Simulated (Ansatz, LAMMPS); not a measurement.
**Amorphous carbon (150 atoms): a short ab initio trajectory**

Wanted: a short trajectory of amorphous carbon (150 atoms) with its pair distributions.

Main program and level: Ansatz 0.2.0; Kohn-Sham DFT, PBEsol, PAW (set soft_2), plane waves.

## (1) The structure

The cell holds 150 atoms: 150 C. Cell: a = 11.985 Å, b = 11.985 Å, c = 11.985 Å, α = 90.0°, β = 90.0°, γ = 90.0°. 150 atoms (150 C) placed at random at 1.74 g/cm³, melted at 5500 K for 10 ps at fixed volume with the LCBOP (Los and Fasolino, Phys. Rev. B 68, 024107 (2003)). Quenched from 5500 K to 300 K at 100 K/ps and fixed volume, held 5 ps.

What the set-up can't give: The quench rate of 100 K/ps is many orders above laboratory rates, so the cell is likely richer in defects and strain than a real sample. The network of bonds at the start is that of the classical potential that made the cell. The Brillouin zone is sampled at Γ only, in a cell whose shortest periodic width is 12 Å.

## (2) Dynamics started at 300 K

A Nosé–Hoover thermostat steers the temperature while disturbing the dynamics little. The time step is 1.0 fs.

The input, input.yaml:

```yaml
crystal:
  lattice:
    - [11.9846, 0.0, 0.0]
    - [0.0, 11.9846, 0.0]
    - [0.0, 0.0, 11.9846]
  atoms:
    - { symbol: C, position: [0.75452, 0.25063, 0.61467] }
    - { symbol: C, position: [0.2548, 0.29473, 0.06725] }
    - { symbol: C, position: [0.92683, 0.44225, 0.06916] }
    - { symbol: C, position: [0.76677, 0.83479, 0.29905] }
    [... 140 atom lines left out ...]
    - { symbol: C, position: [0.56676, 0.60526, 0.32498] }
    - { symbol: C, position: [0.62178, 0.59849, 0.63905] }
    - { symbol: C, position: [0.94205, 0.03253, 0.60251] }
    - { symbol: C, position: [0.43953, 0.1222, 0.02896] }
    - { symbol: C, position: [0.08567, 0.89571, 0.64878] }
    - { symbol: C, position: [0.25426, 0.17896, 0.23468] }
kpoints:
  mp_grid: { grid: [1, 1, 1] }
hamiltonian:
  xc: pbesol
scf:
  occupations: { method: gaussian, width: 0.025 }
output:
  forces: true
md:
  timestep: 1.0
  n_steps: 82
  ensemble: nvt_nose_hoover
  temperature: 300
  initial_velocities: maxwell_boltzmann
  seed: 6394
```

The run is started by

```
$ ansatz run input.yaml --threads 4 --pin off --max-ram 8192MiB --backend cpu --events-out ev --progress --plain --runs-dir out
```

Elapsed: 23 min, on 4 threads of Arm Neoverse V2, shared host; peak memory 2.4 GiB.

The program notes that it switched symmetry off.

Rows from the run:

| time (fs) | T (K) | potential (meV/atom) | conserved (meV/atom) |
| --- | --- | --- | --- |
| 0.0 | 300 | 0.0 | 0.00 |
| 5.0 | 481 | -23.6 | -0.30 |
| 11.0 | 536 | -30.7 | -0.17 |
| 16.0 | 576 | -36.5 | -0.21 |
| 22.0 | 567 | -36.5 | -0.21 |
| 27.0 | 579 | -39.3 | -0.17 |
| 33.0 | 637 | -48.9 | -0.30 |
| 38.0 | 560 | -40.7 | -0.16 |
| 44.0 | 601 | -48.4 | -0.31 |
| 49.0 | 530 | -40.9 | -0.22 |
| 55.0 | 511 | -40.1 | -0.24 |
| 60.0 | 533 | -44.3 | -0.27 |
| 66.0 | 563 | -49.7 | -0.28 |
| 71.0 | 530 | -46.7 | -0.24 |
| 77.0 | 544 | -50.2 | -0.33 |
| 82.0 | 534 | -50.3 | -0.27 |

Mean square displacement from the first frame to the last: C 0.11 Å².

Mean square displacement against time lag:

| time lag (fs) | mean square displacement (Å²) |
| --- | --- |
| 1.0 | 1.1e-4 |
| 2.0 | 4.5e-4 |
| 4.0 | 0.00177 |
| 6.0 | 0.00383 |
| 7.0 | 0.00508 |
| 9.0 | 0.00790 |
| 11.0 | 0.0110 |
| 12.0 | 0.0126 |
| 14.0 | 0.0157 |
| 16.0 | 0.0189 |
| 17.0 | 0.0204 |
| 19.0 | 0.0234 |
| 21.0 | 0.0263 |
| 22.0 | 0.0278 |
| 24.0 | 0.0306 |
| 26.0 | 0.0334 |
| 27.0 | 0.0349 |
| 29.0 | 0.0377 |
| 31.0 | 0.0406 |
| 32.0 | 0.0420 |
| 34.0 | 0.0449 |
| 36.0 | 0.0476 |
| 37.0 | 0.0490 |
| 39.0 | 0.0516 |
| 41.0 | 0.0541 |

Over the second half of 82 fs the temperature averages 543 K with swings of 27 K r.m.s. The conserved energy stays within 0.36 meV/atom. The atoms reach a mean square displacement of 0.11 Å² at the end; the farthest move is 0.93 Å. The mean temperature of 543 K lies well off the 300 K of the input, so the thermostat hasn't yet brought the run to equilibrium. The count of bonds goes from 217 in the first frame to 219 in the last, by one set of cutoffs: 0 pairs passed out of them and 2 came within. The run spans 0.08 ps, too short for its means to be equilibrium values.

## (3) Local order late in the run

The g(r) is a mean over the second half; what follows it is taken at the last frame.

Density 1.74 g/cm³, 11.48 Å³ an atom.

Mean of 15 frames. Pair distribution function in bins of 0.2 Å:

| r (Å) | total |
| --- | --- |
| 1.10 | 0.02 |
| 1.30 | 1.34 |
| 1.50 | 4.56 |
| 1.70 | 0.29 |
| 1.90 | 0.02 |
| 2.10 | 0.06 |
| 2.30 | 0.73 |
| 2.50 | 2.06 |
| 2.70 | 1.35 |
| 2.90 | 0.71 |
| 3.10 | 0.61 |
| 3.30 | 0.66 |
| 3.50 | 0.89 |
| 3.70 | 1.25 |
| 3.90 | 1.09 |
| 4.10 | 0.82 |
| 4.30 | 0.94 |
| 4.50 | 1.02 |
| 4.70 | 1.01 |
| 4.90 | 1.04 |
| 5.10 | 1.08 |
| 5.30 | 1.00 |
| 5.50 | 0.95 |
| 5.70 | 0.94 |
| 5.90 | 1.06 |

Bonds by pair of elements; cutoffs follow the first minimum of g(r), held within bounds set by covalent radii, and pairs that aren't listed don't count as bonded:

| pair A-B | cutoff (Å) | bonds | mean length (Å) | spread (Å) | shortest (Å) | B about A | A about B |
| --- | --- | --- | --- | --- | --- | --- | --- |
| C-C | 1.85 | 219 | 1.47 | 0.085 | 1.20 | 2.92 | 2.92 |

How many atoms have how many bonded neighbours:

| element | mean | 2 | 3 | 4 |
| --- | --- | --- | --- | --- |
| C | 2.92 | 15 | 132 | 3 |

Bond angles, per cent of each kind in bins of 5°:

| angle (°) | C-C-C |
| --- | --- |
| 50–55 | 0.2 |
| 55–60 | 0.0 |
| 60–65 | 0.2 |
| 65–70 | 0.2 |
| 70–75 | 0.0 |
| 75–80 | 0.0 |
| 80–85 | 0.5 |
| 85–90 | 0.5 |
| 90–95 | 0.5 |
| 95–100 | 1.6 |
| 100–105 | 6.1 |
| 105–110 | 9.8 |
| 110–115 | 13.8 |
| 115–120 | 20.3 |
| 120–125 | 17.2 |
| 125–130 | 12.6 |
| 130–135 | 5.8 |
| 135–140 | 4.4 |
| 140–145 | 1.9 |
| 145–150 | 1.2 |
| 150–155 | 0.2 |
| 155–160 | 0.9 |
| 160–165 | 0.5 |
| 165–170 | 1.2 |
| 170–175 | 0.5 |

Bond angles (no mean is given where the spread exceeds 20°):

| angle | count | mean (°) | spread (°) |
| --- | --- | --- | --- |
| C-C-C | 429 | 120 | 14.1 |

Bond length by coordination (bonds to H left out):

| element | coordination | atoms | mean bond length (Å) |
| --- | --- | --- | --- |
| C | 2 | 15 | 1.33 |
| C | 3 | 132 | 1.48 |
| C | 4 | 3 | 1.55 |

Rings of the network by King's shortest-path rule, up to 12 atoms, one path for each pair of neighbours; H, halogens, alkali and alkaline-earth atoms are left out, and the last column divides by all other atoms, bonded or not:

| ring size (atoms) | rings | per network atom |
| --- | --- | --- |
| 3 | 1 | 0.007 |
| 4 | 1 | 0.007 |
| 5 | 8 | 0.053 |
| 6 | 16 | 0.107 |
| 7 | 14 | 0.093 |
| 8 | 8 | 0.053 |
| 9 | 12 | 0.08 |
| 10 | 13 | 0.087 |
| 11 | 17 | 0.113 |
| 12 | 9 | 0.06 |

With the cutoffs above, 88 % of C atoms have 3 bonded neighbours. The C-C-C angle averages 120° with a spread of 14°. Read as hybridisation, 2 % of the carbon is sp3 and 88 % sp2. Bonds at C atoms with 2 neighbours average 1.33 Å, against 1.55 Å at those with 4. Rings of 11 atoms are the most common (17 % of those counted); sizes run from 3 to 12, where the search stops.

## (4) Single point at the last frame

The last frame is solved once more, with the analyses that the dynamics left out.

The input, input.yaml:

```yaml
crystal:
  lattice:
    - [11.9846, 0.0, 0.0]
    - [0.0, 11.9846, 0.0]
    - [0.0, 0.0, 11.9846]
  atoms:
    - { symbol: C, position: [0.74849, 0.26422, 0.62676] }
    - { symbol: C, position: [0.23927, 0.31403, 0.06808] }
    - { symbol: C, position: [0.92068, 0.4579, 0.07662] }
    - { symbol: C, position: [0.76917, 0.80208, 0.28094] }
    [... 140 atom lines left out ...]
    - { symbol: C, position: [0.54667, 0.58573, 0.3284] }
    - { symbol: C, position: [0.62351, 0.59721, 0.61967] }
    - { symbol: C, position: [0.96543, 0.02943, 0.6098] }
    - { symbol: C, position: [0.43222, 0.13284, 0.01492] }
    - { symbol: C, position: [0.11528, 0.89894, 0.67072] }
    - { symbol: C, position: [0.26253, 0.19422, 0.22878] }
kpoints:
  mp_grid: { grid: [1, 1, 1] }
hamiltonian:
  xc: pbesol
scf:
  occupations: { method: gaussian, width: 0.025 }
output:
  forces: true
  stress: true
  populations: true
  dos:
    method: { smearing: { sigma: 0.08 } }
    de: 0.1
    projected: { site_lists: { C: [C] } }
  eigenvalues: true
  write_density: true
  write_potential: true
  volumetric_format: npy
```

Run time: 48 s. Hardware: 4 threads; peak memory 2.3 GiB.

The program notes that the exchange-correlation potential is rough where the density is thin.

The run gave:

```
free energy                             : -36873.3393 eV
free energy per atom                    : -245.8223 eV/atom
SCF cycles                              : 15
pressure                                : -11.68 GPa
r.m.s. force component                  : 1.249 eV/Å
longest force                           : 5.465 eV/Å
Fermi energy                            : 4.148 eV
levels partly filled by over 2 per cent : 3
spilling of the projection              : 0.009379
```

Neighbours are counted within 1.85 Å (C-C), the cutoffs taken from the dynamics.

Length of the force by element and coordination:

| element | coordination | atoms | mean length of the force (eV/Å) | spread | least | most |
| --- | --- | --- | --- | --- | --- | --- |
| C | all | 150 | 1.95 | 0.942 | 0.517 | 5.47 |
| C | 2 | 15 | 2.83 | 1.51 | 0.763 | 5.47 |
| C | 3 | 132 | 1.84 | 0.793 | 0.517 | 4.64 |
| C | 4 | 3 | 2.22 | 0.842 | 1.15 | 3.20 |

The mean of these charges, 0.038 e, is only the charge that the projection spills.

Löwdin charges by element and coordination (they lack the spilled electrons, 0.038 e an atom on average):

| element | coordination | atoms | mean charge (e) | spread | least | most |
| --- | --- | --- | --- | --- | --- | --- |
| C | all | 150 | 0.0375 | 0.0223 | -0.028 | 0.098 |
| C | 2 | 15 | 0.0449 | 0.0237 | 0.0116 | 0.0961 |
| C | 3 | 132 | 0.0361 | 0.0216 | -0.028 | 0.098 |
| C | 4 | 3 | 0.0625 | 0.024 | 0.0297 | 0.0867 |

States in the cell by windows of 1 eV, zero at the Fermi level; the larger projections on atomic orbitals stand beside the total:

| from (eV) | to (eV) | total | C p | C s |
| --- | --- | --- | --- | --- |
| -18 | -17 | 19.3 | 5.1 | 13.9 |
| -17 | -16 | 23.9 | 7.6 | 15.9 |
| -16 | -15 | 30.1 | 10.4 | 19.3 |
| -15 | -14 | 24.8 | 10.3 | 14.3 |
| -14 | -13 | 26.1 | 13.1 | 12.8 |
| -13 | -12 | 21.9 | 12.5 | 9.2 |
| -12 | -11 | 24.3 | 15.6 | 8.4 |
| -11 | -10 | 26.5 | 19.1 | 7.1 |
| -10 | -9 | 28.4 | 22.5 | 5.6 |
| -9 | -8 | 34.9 | 30.0 | 4.5 |
| -8 | -7 | 47.4 | 43.1 | 3.8 |
| -7 | -6 | 47.3 | 44.2 | 2.7 |
| -6 | -5 | 49.0 | 46.2 | 2.4 |
| -5 | -4 | 40.6 | 38.8 | 1.5 |
| -4 | -3 | 36.3 | 34.9 | 1.2 |
| -3 | -2 | 38.0 | 36.5 | 1.3 |
| -2 | -1 | 33.8 | 32.5 | 1.2 |
| -1 | 0 | 23.5 | 22.3 | 1.0 |
| 0 | 1 | 31.4 | 29.6 | 1.4 |
| 1 | 2 | 22.5 | 20.9 | 1.1 |
| 2 | 3 | 26.4 | 23.8 | 1.7 |
| 3 | 4 | 30.0 | 26.0 | 2.5 |
| 4 | 5 | 29.7 | 22.9 | 2.8 |

The curve was stored every 0.10 eV, coarse against its broadening of 0.08 eV, so these counts are rough.

Between -20 and -18 eV lie 22 more states.

The levels nearest the highest filled one (over half full), pooled over k-points and spins:

| level less the highest filled one (eV) | occupation |
| --- | --- |
| -0.356 | 2 |
| -0.318 | 2 |
| -0.246 | 2 |
| -0.148 | 2 |
| -0.0034 | 1.84 |
| 0 | 1.78 |
| 0.037 | 0.381 |
| 0.105 | 0 |
| 0.142 | 0 |
| 0.155 | 0 |
| 0.213 | 0 |
| 0.277 | 0 |

Löwdin charges run from -0.03 to +0.10 e, about a mean that is the spilled charge alone. Within 0.4 eV of the Fermi level the largest share is C p (95 % of the projected weight).

## (5) What came out

* mean temperature, second half: 542.9 K
* temperature swing, second half: 27.09 K
* slope of the conserved energy against time, by least squares: -1.247 meV/atom/ps
* free energy per atom: -245.8223 eV/atom
* pressure: -11.68 GPa
* r.m.s. force component: 1.249 eV/Å
* wall time of the 2 DFT runs: 24 min

What this shows: Over the second half of 82 fs the temperature averages 543 K with swings of 27 K r.m.s. The conserved energy stays within 0.36 meV/atom. The mean temperature of 543 K lies well off the 300 K of the input, so the thermostat hasn't yet brought the run to equilibrium. The count of bonds goes from 217 in the first frame to 219 in the last, by one set of cutoffs: 0 pairs passed out of them and 2 came within. The run spans 0.08 ps, too short for its means to be equilibrium values. With the cutoffs above, 88 % of C atoms have 3 bonded neighbours. Read as hybridisation, 2 % of the carbon is sp3 and 88 % sp2.

Counting bands leaves a spacing of only 0.037 eV (at Γ alone), which the smearing bridges: 3 levels are partly filled by over 2 %, so a gap, if any, is small at this level.

Caveats: The starting topology of bonds comes from the classical model; in DFT 0 of its 217 bonded pairs passed out of the cutoffs and 2 came within them. The stress is far from hydrostatic: its diagonal is -7.6, -13.5, -13.9 GPa, compression counted positive. The pressure of -12 GPa is that of one thermal frame at a volume set beforehand, without the kinetic term.

[Logs are printed without paths, hosts, clocks, repeated set-up lines and the standing remarks that a program may print on its own settings, such as how far it seeks lower states.]

[Hosts, paths, dates, database ids (printed as entryN), source tags and the programs' standing remarks are cut or masked in the printed files.]
